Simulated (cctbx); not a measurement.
**A crystallographic session in cctbx: KVI3**

Library: cctbx 2025.11. The data are simulated by the first script.

## 1. Simulate the data

run.py:

```python
from cctbx import adptbx, crystal, miller, sgtbx, xray
from cctbx.array_family import flex
from iotbx.shelx import hklf
from scitbx import matrix
import scitbx.random

cs = crystal.symmetry(unit_cell=(5.499, 5.499, 5.499, 90, 90, 90), space_group_symbol='Hall: -P 4 2 3')  # Pm-3m
atoms = [  # label, site, U (iso, or U11 U22 U33 U12 U13 U23 in A^2), occupancy
    ("I1", (0.5, 0, 0.5), (0.0040, 0.0048, 0.0040, 0.0000, 0.0000, -0.0000), 1),
    ("V1", (0.5, 0.5, 0.5), (0.0059, 0.0059, 0.0059, 0.0000, -0.0000, 0.0000), 1),
    ("K1", (0, 0, 0), (0.0045, 0.0045, 0.0045, 0.0000, -0.0000, 0.0000), 1),
]
xs = xray.structure(crystal_symmetry=cs)
for label, site, u, occ in atoms:
    u = adptbx.u_cif_as_u_star(cs.unit_cell(), u) if isinstance(u, tuple) else u
    xs.add_scatterer(xray.scatterer(label, site=site, u=u, occupancy=occ))
xs.set_inelastic_form_factors(0.71073, "sasaki")
xs.show_summary()
p1 = xs.expand_to_p1()
ms = miller.build_set(p1, anomalous_flag=True, d_min=0.75)
flex.set_random_seed(969888)
scitbx.random.set_random_seed(969888)
ms = ms.select(flex.random_double(ms.size()) < 0.8)
i = ms.structure_factors_from_scatterers(p1, algorithm="direct").f_calc().as_intensity_array().data()
i = i * 5000 / flex.max(i)
sig = flex.sqrt(i + flex.pow2(0.06 * i) + 2 ** 2)
noise = scitbx.random.variate(scitbx.random.normal_distribution())(i.size())
data = ms.array(data=i + sig * noise, sigmas=sig).set_observation_type_xray_intensity()
with open("data.hkl", "w") as f:
    data.export_as_shelx_hklf(f)
print("reflections written:", data.size(), " <I/sigma> = %.1f" % flex.mean(data.data() / data.sigmas()))
for h, a, b in list(data.sort("data"))[:12]:
    print("%4d%4d%4d %9.1f %7.1f" % (h + (a, b)))
```

```console
$ python run.py
```

```text
Number of scatterers: 3
At special positions: 3
Unit cell: (5.499, 5.499, 5.499, 90, 90, 90)
Space group: P m -3 m (No. 221)
reflections written: 1324  <I/sigma> = 8.8
   0  -2   0    5207.4   308.2
  -2   0   0    5207.2   308.2
   0   0   2    5157.7   308.2
   0   0  -2    5142.4   308.2
   2   0   0    4766.5   308.2
   2   0   2    4135.9   238.5
  -2   0  -2    4127.9   238.5
   0   2  -2    4045.2   238.5
   0  -2   2    4022.8   238.5
   0  -2  -2    4020.0   238.5
  -2  -2   0    3935.3   238.5
   2   0  -2    3847.6   238.5
```

Run time: 0.45 s on 1 thread of Arm Neoverse N1, on a shared host, peak memory 0.07 GiB.

## 2. Refinement (right model, isotropic)

run.py:

```python
import math
from cctbx import adptbx, crystal, maptbx, sgtbx, xray
from cctbx.array_family import flex
from cctbx.xray import observations
from iotbx.shelx import hklf
from scitbx.lstbx import normal_eqns_solving
from smtbx import absolute_structure, utils
from smtbx.refinement import constraints, least_squares

cs = crystal.symmetry(unit_cell=(5.499, 5.499, 5.499, 90, 90, 90), space_group_symbol='Hall: -P 4 2 3')  # Pm-3m
atoms = [  # label, site, U (iso, or U11 U22 U33 U12 U13 U23 in A^2), occupancy
    ("I1", (0.5, 0, 0.5), 0.0200, 1),
    ("V1", (0.5, 0.5, 0.5), 0.0200, 1),
    ("K1", (0, 0, 0), 0.0200, 1),
]
xs = xray.structure(crystal_symmetry=cs)
for label, site, u, occ in atoms:
    u = adptbx.u_cif_as_u_star(cs.unit_cell(), u) if isinstance(u, tuple) else u
    xs.add_scatterer(xray.scatterer(label, site=site, u=u, occupancy=occ))
xs.set_inelastic_form_factors(0.71073, "sasaki")
raw = hklf.reader(file_name="data.hkl").as_miller_arrays(crystal_symmetry=cs, anomalous=True)[0]
merged = raw.eliminate_sys_absent().merge_equivalents()
fo2 = merged.array().set_observation_type_xray_intensity()
print("Rint %.3f, %d unique reflections to %.2f A" % (merged.r_int(), fo2.size(), fo2.d_min()))
for sc in xs.scatterers():
    sc.flags.set_grad_site(True)
    sc.flags.set_grad_u_aniso(sc.flags.use_u_aniso())
    sc.flags.set_grad_u_iso(sc.flags.use_u_iso())
obs = fo2.as_xray_observations()
extra = {}
rep = constraints.reparametrisation(xs, [], utils.connectivity_table(xs), **extra)
ls = least_squares.crystallographic_ls(obs, rep, weighting_scheme=least_squares.mainstream_shelx_weighting(a=0, b=0))
print("cycle     R1     wR2    GooF  max shift (A)")
for cycle in range(8):
    ls.build_up()
    r1, wr2, goof = ls.r1_factor(cutoff_factor=2)[0], ls.wR2(), ls.goof()
    old = xs.sites_cart()
    normal_eqns_solving.levenberg_marquardt_iterations(ls, n_max_iterations=3, tau=1e-06, step_threshold=1e-7)
    big = flex.max((xs.sites_cart() - old).norms())
    print("%4d %7.4f %7.4f %7.3f %9.5f" % (cycle + 1, r1, wr2, goof, big))
    ls.build_up(objective_only=True)
    if abs(ls.wR2() - wr2) < 5e-5 and big < 5e-4:
        break
ls.build_up()
print("final R1 %.4f wR2 %.4f GooF %.3f  parameters %d  data/parameter %.1f" % (ls.r1_factor(cutoff_factor=2)[0], ls.wR2(), ls.goof(), ls.n_parameters, fo2.size() / ls.n_parameters))
cov = ls.covariance_matrix_and_annotations()
su = dict(zip(cov.annotations, (math.sqrt(max(v, 0)) for v in cov.matrix.matrix_packed_u_diagonal())))
a2 = cs.unit_cell().reciprocal_parameters()[0] ** -2
print("atom        x        y        z      Ueq    occ   su(xyz)  su(Uiso or U11)")
for sc in xs.scatterers():
    s = max(su.get(sc.label + k, 0) for k in (".x", ".y", ".z"))
    npd = "" if sc.is_positive_definite_u(cs.unit_cell()) else "  NPD"
    print("%-5s %8.5f %8.5f %8.5f %8.4f %6.3f %8.5f %7.4f%s" % ((sc.label,) + sc.site + (sc.u_iso_or_equiv(cs.unit_cell()), sc.occupancy, s, su.get(sc.label + ".uiso", su.get(sc.label + ".u11", 0) * a2), npd)))
fo = fo2.f_sq_as_f()
fc = fo.structure_factors_from_scatterers(xs, algorithm="direct").f_calc()
diff = fo.f_obs_minus_f_calc(1 / math.sqrt(ls.scale_factor()), fc).average_bijvoet_mates()
m = diff.fft_map(symmetry_flags=maptbx.use_space_group_symmetry, resolution_factor=0.25).apply_volume_scaling()
print("difference map: max %.2f min %.2f rms %.2f" % (m.statistics().max(), m.statistics().min(), m.statistics().sigma()))
peaks = m.peak_search(parameters=maptbx.peak_search_parameters(min_distance_sym_equiv=0.6, max_clusters=6)).all()
near = xs.closest_distances(peaks.sites(), distance_cutoff=4)
sps = cs.special_position_settings(min_distance_sym_equiv=0.5)
for k, (x, h) in enumerate(zip(peaks.sites(), peaks.heights())):
    ss = sps.site_symmetry(x)
    print("Q%-3d %7.4f %7.4f %7.4f %4d %7.2f  %.2f A from %s" % ((k + 1,) + tuple(t % 1 for t in ss.exact_site()) + (ss.multiplicity(), h, near.smallest_distances[k], xs.scatterers()[near.i_seqs[k]].label)))
```

```console
$ python run.py
```

```text
Rint 0.056, 65 unique reflections to 0.76 A
cycle     R1     wR2    GooF  max shift (A)
   1  0.1399  0.2866  12.435   0.00000
   2  0.0114  0.0309   1.339   0.00000
final R1 0.0114 wR2 0.0309 GooF 1.339  parameters 3  data/parameter 21.7
atom        x        y        z      Ueq    occ   su(xyz)  su(Uiso or U11)
I1     0.50000  0.00000  0.50000   0.0044  1.000  0.00000  0.0002
V1     0.50000  0.50000  0.50000   0.0060  1.000  0.00000  0.0004
K1     0.00000  0.00000  0.00000   0.0048  1.000  0.00000  0.0005
difference map: max 0.80 min -0.56 rms 0.13
Q1    0.0866  0.5000  0.5000    6    0.84  0.48 A from I1
Q2    0.5000  0.5000  0.5000    1    0.50  0.00 A from V1
Q3    0.0000  0.0000  0.5000    3    0.44  2.75 A from I1
Q4    0.2680  0.5000  0.5000    6    0.31  1.28 A from V1
Q5    0.1301  0.1301  0.2908   24    0.30  1.89 A from K1
Q6    0.3417  0.3417  0.3417    8    0.27  1.51 A from V1
```

Time: 0.66 s.

## 3. Refinement (right model, anisotropic)

run.py, as its changes from the last script of this kind:

```diff
@@ -12,3 +12,3 @@
-    ("I1", (0.5, 0, 0.5), 0.0200, 1),
-    ("V1", (0.5, 0.5, 0.5), 0.0200, 1),
-    ("K1", (0, 0, 0), 0.0200, 1),
+    ("I1", (0.5, 0, 0.5), 0.0044, 1),
+    ("V1", (0.5, 0.5, 0.5), 0.0060, 1),
+    ("K1", (0, 0, 0), 0.0048, 1),
@@ -20,0 +21 @@
+xs.convert_to_anisotropic()
```

```console
$ python run.py
```

```text
Rint 0.056, 65 unique reflections to 0.76 A
cycle     R1     wR2    GooF  max shift (A)
   1  0.0114  0.0309   1.350   0.00000
   2  0.0095  0.0229   1.001   0.00000
final R1 0.0095 wR2 0.0229 GooF 1.001  parameters 4  data/parameter 16.2
atom        x        y        z      Ueq    occ   su(xyz)  su(Uiso or U11)
I1     0.50000  0.00000  0.50000   0.0044  1.000  0.00000  0.0002
V1     0.50000  0.50000  0.50000   0.0059  1.000  0.00000  0.0003
K1     0.00000  0.00000  0.00000   0.0047  1.000  0.00000  0.0003
difference map: max 0.41 min -0.34 rms 0.12
Q1    0.5000  0.5000  0.5000    1    0.41  0.00 A from V1
Q2    0.0000  0.0000  0.5000    3    0.41  2.75 A from I1
Q3    0.1706  0.1706  0.3529   24    0.29  2.19 A from I1
Q4    0.1000  0.1000  0.3000   24    0.23  1.82 A from K1
Q5    0.1640  0.3409  0.5000   24    0.23  1.26 A from I1
Q6    0.3365  0.3365  0.3365    8    0.17  1.56 A from V1
```

Time: 0.7 s.

## 4. Refinement

run.py, as its changes from the last script of this kind:

```diff
@@ -14 +13,0 @@
-    ("K1", (0, 0, 0), 0.0048, 1),
@@ -35 +34 @@
-for cycle in range(8):
+for cycle in range(12):
```

```console
$ python run.py
```

```text
Rint 0.056, 65 unique reflections to 0.76 A
cycle     R1     wR2    GooF  max shift (A)
   1  0.2318  0.4621  20.051   0.00000
   2  0.2340  0.4339  18.829   0.00000
final R1 0.2339 wR2 0.4339 GooF 18.829  parameters 3  data/parameter 21.7
atom        x        y        z      Ueq    occ   su(xyz)  su(Uiso or U11)
I1     0.50000  0.00000  0.50000   0.0013  1.000  0.00000  0.0033
V1     0.50000  0.50000  0.50000  -0.0064  1.000  0.00000  0.0044  NPD
difference map: max 102.36 min -5.00 rms 4.11
Q1    0.0000  0.0000  0.0000    1  102.36  3.89 A from I1
Q2    0.0000  0.5000  0.5000    3   69.49  0.00 A from I1
Q3    0.5000  0.5000  0.5000    1    6.14  0.00 A from V1
Q4    0.0000  0.0000  0.1999    6    4.47  3.21 A from I1
Q5    0.1123  0.1123  0.1123    8    3.57  3.08 A from I1
Q6    0.0000  0.1440  0.1440   12    2.83  2.77 A from I1
```

Time: 0.7 s.

This run holds a fault made on purpose: atom left out: K1.

## 5. Refinement

run.py, as its changes from the last script of this kind:

```diff
@@ -13,0 +14 @@
+    ("K1", (0, 0, 0), 0.0048, 1),
@@ -19 +20 @@
-xs.set_inelastic_form_factors(0.71073, "sasaki")
+xs.set_inelastic_form_factors(1.54184, "sasaki")
```

```console
$ python run.py
```

```text
Rint 0.056, 65 unique reflections to 0.76 A
cycle     R1     wR2    GooF  max shift (A)
   1  0.0164  0.0434   1.899   0.00000
   2  0.0097  0.0238   1.043   0.00000
final R1 0.0097 wR2 0.0238 GooF 1.043  parameters 4  data/parameter 16.2
atom        x        y        z      Ueq    occ   su(xyz)  su(Uiso or U11)
I1     0.50000  0.00000  0.50000   0.0055  1.000  0.00000  0.0002
V1     0.50000  0.50000  0.50000   0.0051  1.000  0.00000  0.0003
K1     0.00000  0.00000  0.00000   0.0050  1.000  0.00000  0.0004
difference map: max 0.71 min -0.33 rms 0.13
Q1    0.5000  0.5000  0.5000    1    0.71  0.00 A from V1
Q2    0.0000  0.0000  0.4453    6    0.37  2.45 A from K1
Q3    0.1674  0.1674  0.3490   24    0.28  2.21 A from I1
Q4    0.1602  0.3416  0.5000   24    0.24  1.24 A from I1
Q5    0.3398  0.3398  0.3398    8    0.17  1.53 A from V1
Q6    0.2643  0.5000  0.5000    6    0.14  1.30 A from V1
```

Time: 0.66 s.

This run holds a fault made on purpose: dispersion terms of the wrong wavelength.

## 6. Refinement

run.py, as its changes from the last script of this kind:

```diff
@@ -14,0 +15 @@
+    ("K2", (0.254, 0.045, 0.985), 0.0300, 1),
@@ -20,2 +21 @@
-xs.set_inelastic_form_factors(1.54184, "sasaki")
-xs.convert_to_anisotropic()
+xs.set_inelastic_form_factors(0.71073, "sasaki")
```

```console
$ python run.py
```

```text
Rint 0.056, 65 unique reflections to 0.76 A
cycle     R1     wR2    GooF  max shift (A)
   1  0.3624  0.6463  28.512   0.13189
   2  0.0554  0.1430   6.308   0.11250
   3  0.0327  0.0707   3.120   0.01780
   4  0.0324  0.0707   3.118   0.00000
final R1 0.0324 wR2 0.0707 GooF 3.118  parameters 5  data/parameter 13.0
atom        x        y        z      Ueq    occ   su(xyz)  su(Uiso or U11)
I1     0.50000  0.00000  0.50000   0.0042  1.000  0.00000  0.0005
V1     0.50000  0.50000  0.50000   0.0057  1.000  0.00000  0.0009
K1     0.00000  0.00000  0.00000   0.0046  1.000  0.00000  0.0011
K2     0.20632  0.00000  1.00000   0.6524  1.000  0.01416  0.0922
difference map: max 2.86 min -2.26 rms 0.76
Q1    0.5000  0.5000  0.5000    1    2.86  0.00 A from V1
Q2    0.0880  0.5000  0.5000    6    1.27  0.48 A from I1
Q3    0.0000  0.3660  0.3660   12    0.13  1.04 A from I1
Q4    0.0000  0.0000  0.5000    3   -0.09  1.61 A from K2
Q5    0.0000  0.0000  0.0000    1   -2.22  0.00 A from K1
```

It took 0.77 s on 1 thread of Arm Neoverse N1, with other jobs on the host, peak memory 0.09 GiB.

This run holds a fault made on purpose: spurious atom: K2.

[Logs are printed without paths, hosts, clocks, repeated set-up lines and the standing remarks that a program may print on its own settings, such as how far it seeks lower states.]
